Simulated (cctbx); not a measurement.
# What is wrong with this refinement?

Cell a = 4.8590 Å, b = 4.8590 Å, c = 3.3100 Å, α = 90.00°, β = 90.00°, γ = 120.00°; space group P-3m1 (no. 164).

Simulated single-crystal data (cctbx): Mo Kα, λ = 0.71073 Å, to d = 0.84 Å, 50 % of the full sphere, strongest reflection 70000 counts, noise from counting, a 3 % proportional error and a noise floor of 8 counts (s.d.); no absorption.

An anisotropic refinement with weights 1/σ² prints:

```text
Rint 0.018, 55 unique reflections to 0.84 A
cycle     R1     wR2    GooF  max shift (A)
   1  0.1461  0.3549  20.611   0.00719
   2  0.1381  0.3204  18.604   0.00000
final R1 0.1381 wR2 0.3204 GooF 18.604  parameters 3  data/parameter 18.3
atom        x        y        z      Ueq    occ   su(xyz)  su(Uiso or U11)
Hg1    0.66667  0.33333  0.57537   0.0174  1.000  0.00135  0.0033
difference map: max 46.47 min -1.83 rms 2.77
Q1    0.0000  0.0000  0.0000    1   46.47  3.14 A from Hg1
Q2    0.3333  0.6667  0.4644    2   18.01  0.13 A from Hg1
Q3    0.0000  0.0000  0.3646    2    1.70  2.81 A from Hg1
Q4    0.0412  0.2488  0.1625   12    0.76  2.00 A from Hg1
Q5    0.0937  0.4281  0.2920   12    0.60  1.24 A from Hg1
Q6    0.2093  0.4186  0.6551    6    0.56  1.29 A from Hg1
```

**Question.** Can this result stand? If not, what is the likely fault?

Mend it. The fault: an atom left out, Sc at (0, 0, 0). Against the right model at the same level, R1 goes from 0.0075 to 0.1381 and GooF from 0.99 to 18.60 and the top difference peak, 46.5 e/Å³, lies 3.14 Å from Hg1. Q1 is the missing atom. With scattering power missing, scale and phases suffer, so peaks may also grow on the heavy atoms.

The compound is ScHg2. The right model at the same level gives:

```text
Rint 0.018, 55 unique reflections to 0.84 A
cycle     R1     wR2    GooF  max shift (A)
   1  0.0425  0.1217   7.208   0.00109
   2  0.0075  0.0168   0.994   0.00000
final R1 0.0075 wR2 0.0168 GooF 0.994  parameters 5  data/parameter 11.0
atom        x        y        z      Ueq    occ   su(xyz)  su(Uiso or U11)
Hg1    0.66667  0.33333  0.57287   0.0190  1.000  0.00008  0.0002
Sc1    0.00000  0.00000  0.00000   0.0315  1.000  0.00000  0.0008
difference map: max 0.69 min -0.45 rms 0.16
Q1    0.0000  0.0000  0.5000    1    0.69  1.66 A from Sc1
Q2    0.2531  0.5062  0.7088    6    0.49  1.15 A from Hg1
Q3    0.1343  0.2687  0.5091    6    0.34  1.70 A from Hg1
Q4    0.3333  0.6667  0.5033    2    0.33  0.25 A from Hg1
Q5    0.0000  0.5000  0.0000    3    0.32  1.99 A from Hg1
Q6    0.1912  0.5956  0.1876    6    0.32  0.99 A from Hg1
```

The model was made for the exercise: a known structure type with other elements put in, its volume estimated, not relaxed; displacement parameters are assumed.

[Middle refinement cycles are left out of these outputs.]

[Logs are printed without paths, hosts, clocks, repeated set-up lines and the standing remarks that a program may print on its own settings, such as how far it seeks lower states.]
